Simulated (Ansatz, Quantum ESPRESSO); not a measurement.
# SrCl2 (Fm-3m): a worked LO-TO splitting

Wanted: the LO mode of SrCl2 (Fm-3m) from the TO mode and the field response.

Main program and level: Quantum ESPRESSO 7.5; DFT PBE, scalar-relativistic, plane waves, GBRV ultrasoft pseudopotentials.

**1. The relaxed structure**

Symmetry: Fm-3m, No. 225, cubic system. Conventional cell: a = 7.039 Å, b = 7.039 Å, c = 7.039 Å, α = 90.00°, β = 90.00°, γ = 90.00°. Nearest to Sr lie 8 Cl at 3.05 Å. Nearest to Cl lie 4 Sr at 3.05 Å. Farther neighbours and most contacts between anions are not listed.

This is the cell after its relaxation at this level of theory, not the database cell from which that began.

**2. What the response run gave**

A linear-response run on the relaxed cell, with the response to an electric field; only its zone-centre results are used. Cutoff 40 Ry, k mesh 6×6×6.

Output:

```text
[banners, grids, parts of the stress and lines that vanish by symmetry left out]
Program PHONON v.7.5
     Reading xml data from directory:

[...]
Exchange-correlation= PBE
                           (   1   4   3   4   0   0   0)
[...]
(   3 q-points):
[...]
kinetic-energy cut-off    =      40.0000  Ry
     charge density cut-off    =     240.0000  Ry
     convergence threshold     =      1.0E-18
[...]
Exchange-correlation= PBE
                           (   1   4   3   4   0   0   0)
[...]
q = (   0.0000000   0.0000000   0.0000000 )
     49 Sym.Ops. (with q -> -q+G )
     G cutoff =  537.8628  (  36853 G-vectors)     FFT grid: ( 48, 48, 48)
     G cutoff =  358.5752  (  20107 G-vectors)  smooth grid: ( 40, 40, 40)
     number of k points=    16
[...]
Mode symmetry, O_h (m-3m)  point group:
[...]
Dielectric constant
[...]
End of electric fields calculation
          Dielectric constant in cartesian axis
          (       2.880697920      -0.000000000       0.000000000 )
          (      -0.000000000       2.880697920      -0.000000000 )
          (       0.000000000      -0.000000000       2.880697920 )
          Effective charges (d Force / dE) in cartesian axis without acoustic sum rule applied (asr)
           atom    1  Sr    Mean Z*:        2.49648
      Ex  (        2.49648       -0.00000       -0.00000 )
      Ey  (        0.00000        2.49648        0.00000 )
      Ez  (       -0.00000        0.00000        2.49648 )
           atom    2  Cl    Mean Z*:       -1.24944
      Ex  (       -1.24944        0.00000       -0.00000 )
      Ey  (        0.00000       -1.24944       -0.00000 )
      Ez  (       -0.00000        0.00000       -1.24944 )
           atom    3  Cl    Mean Z*:       -1.24944
      Ex  (       -1.24944        0.00000       -0.00000 )
      Ey  (        0.00000       -1.24944        0.00000 )
      Ez  (       -0.00000        0.00000       -1.24944 )
          Effective charges Sum: Mean:       -0.00239
[...]
Effective charges (d Force / dE) in cartesian axis with asr applied:
           atom    1  Sr    Mean Z*:        2.49728
[...]
atom    2  Cl    Mean Z*:       -1.24864
[...]
atom    3  Cl    Mean Z*:       -1.24864
[...]
Representation #   1 modes #   1   2   3
[...]
End of self-consistent calculation
     Convergence has been achieved
     Representation #   2 modes #   4   5   6
[...]
End of self-consistent calculation
     Convergence has been achieved
     Representation #   3 modes #   7   8   9
[...]
Mode symmetry, D_3d (-3m)  point group:
[...]
Representation #   1 mode #   1
[...]
End of self-consistent calculation
     Convergence has been achieved
     Representation #   2 modes #   2   3
[...]
Convergence has been achieved
     Representation #   3 mode #   4
[...]
Convergence has been achieved
     Representation #   4 mode #   5
[...]
Convergence has been achieved
     Representation #   5 modes #   6   7
[...]
Convergence has been achieved
     Representation #   6 modes #   8   9
[...]
Convergence has been achieved
[...]
q = (    0.353553391  -0.353553391   0.353553391 )
[...]
freq (    1) =       1.932943 [THz] =      64.476039 [cm-1]
     freq (    2) =       1.932943 [THz] =      64.476039 [cm-1]
     freq (    3) =       3.582138 [THz] =     119.487270 [cm-1]
     freq (    4) =       4.365639 [THz] =     145.622043 [cm-1]
     freq (    5) =       4.365639 [THz] =     145.622043 [cm-1]
[...]
Mode symmetry, D_3d (-3m)  point group:
     freq (   1-   2) =         64.5  [cm-1]   --> E_u  L_3'
     freq (   3-   3) =        119.5  [cm-1]   --> A_2u L_2'
     freq (   4-   5) =        145.6  [cm-1]   --> E_u  L_3'
     freq (   6-   7) =        146.6  [cm-1]   --> E_g  L_3
     freq (   8-   8) =        160.9  [cm-1]   --> A_2u L_2'
     freq (   9-   9) =        169.3  [cm-1]   --> A_1g L_1
[...]
Mode symmetry, D_4h(4/mmm) point group:
[...]
Representation #   1 mode #   1
[...]
Convergence has been achieved
     Representation #   2 modes #   2   3
[...]
Convergence has been achieved
     Representation #   3 mode #   4
[...]
Convergence has been achieved
     Representation #   4 mode #   5
[...]
Convergence has been achieved
     Representation #   5 modes #   6   7
[...]
End of self-consistent calculation
     Convergence has been achieved
     Representation #   6 modes #   8   9
[...]
End of self-consistent calculation
     Convergence has been achieved
[...]
q = (    0.000000000  -0.707106781   0.000000000 )
[...]
freq (    2) =       2.256716 [THz] =      75.275948 [cm-1]
     freq (    3) =       2.256716 [THz] =      75.275948 [cm-1]
     freq (    4) =       2.692151 [THz] =      89.800500 [cm-1]
     freq (    5) =       2.692151 [THz] =      89.800500 [cm-1]
     freq (    6) =       4.357222 [THz] =     145.341275 [cm-1]
     freq (    7) =       5.331203 [THz] =     177.829775 [cm-1]
     freq (    8) =       5.331203 [THz] =     177.829775 [cm-1]
     freq (    9) =       6.024786 [THz] =     200.965218 [cm-1]
[...]
Mode symmetry, D_4h(4/mmm) point group:
     freq (   1-   1) =         61.7  [cm-1]   --> B_1u X_2' M_2'
     freq (   2-   3) =         75.3  [cm-1]   --> E_u  X_5' M_5'
     freq (   4-   5) =         89.8  [cm-1]   --> E_g  X_5  M_5
     freq (   6-   6) =        145.3  [cm-1]   --> A_2u X_4' M_4'
     freq (   7-   8) =        177.8  [cm-1]   --> E_u  X_5' M_5'
     freq (   9-   9) =        201.0  [cm-1]   --> A_1g X_1  M_1

   JOB DONE.
```

```tsv
quantity	value
cell volume Ω (Å³)	87.200
mass of Sr (u)	87.620
mass of Cl (u)	35.450
Born charge of Sr, raw (e)	2.497
Born charge of Cl, raw (e)	-1.249
ε∞	2.881
ω(TO) after the sum rule (cm⁻¹)	125.8
```

**3. The calculation**

The charges must sum to zero over the cell; taking off their mean, -0.001 e, leaves Z* = 2.497 e on Sr. In the polar mode Sr moves against the two Cl, so the reduced mass is μ = 87.62 × 70.90 / 158.52 = 39.189 u.

A longitudinal wave builds up a field that adds to the restoring force: ω(LO)² = ω(TO)² + 4π Z*² / (μ Ω ε∞), in Hartree atomic units. With μ = 71437 electron masses and Ω = 588.46 bohr³ the second term is 6.4714e-07 Ha², or 31172 cm⁻² (1 Ha = 219474.6 cm⁻¹).

So ω(LO) = √(15826 + 31172) = 216.8 cm⁻¹, and by the Lyddane-Sachs-Teller relation ε₀ = ε∞ (ω(LO)/ω(TO))² = 8.55.

**4. Check against the program**

The analysis program adds the same non-analytic term to the full matrix, here for q along (1 0 0).

Output:

```text
[banners, grids, parts of the stress and lines that vanish by symmetry left out]
[banner, memory and clock lines left out]
Program DYNMAT v.7.5

     Reading Dynamical Matrix from file x.dyn1
     ...Force constants read
     ...epsilon and Z* read

     Polarizability (A^3 units)
     multiply by 0.614666 for Clausius-Mossotti correction
        13.050512   -0.000000    0.000000
        -0.000000   13.050512   -0.000000
         0.000000   -0.000000   13.050512

     IR activities are in (D/A)^2/amu units

# mode   [cm-1]    [THz]      IR
    1     -0.00   -0.0000    0.0000
    2      0.00    0.0000    0.0000
[...]
8    171.02    5.1272    0.0000
    9    216.79    6.4993    3.6714

[end of the log left out, with the tail of the file of modes that dynmat.x writes under the same name]
```

ε₀ comes from the program's run without a direction of q.

```tsv
quantity	by hand	program
ω(LO) (cm⁻¹)	216.8	216.8
ε₀	8.55	8.55
```

**5. Summary of results**

```
TO mode                    : 125.8 cm⁻¹
LO mode                    : 216.8 cm⁻¹
static dielectric constant : 8.555
```

What this shows: The LO mode of SrCl2 (Fm-3m) lies at 217 cm⁻¹, 91 cm⁻¹ above the TO mode; the formula meets the program within 0.1 cm⁻¹, as it must for a cubic crystal with one polar mode. ω(LO)² − ω(TO)² goes with Z*²/ε∞: an error of 5 % in ε∞ would move the LO mode by 3.5 cm⁻¹, and semilocal functionals tend to overestimate ε∞. These are harmonic values at zero temperature, at the volume of this functional, for the structure held cubic; stability elsewhere in the zone is no part of this calculation.

[Host names and launcher messages were left out of these logs when they were recorded.]

[Logs are printed without paths, hosts, clocks, repeated set-up lines and the standing remarks that a program may print on its own settings, such as how far it seeks lower states.]

[Hosts, paths, dates, database ids (printed as entryN), source tags and the programs' standing remarks are cut or masked in the printed files.]
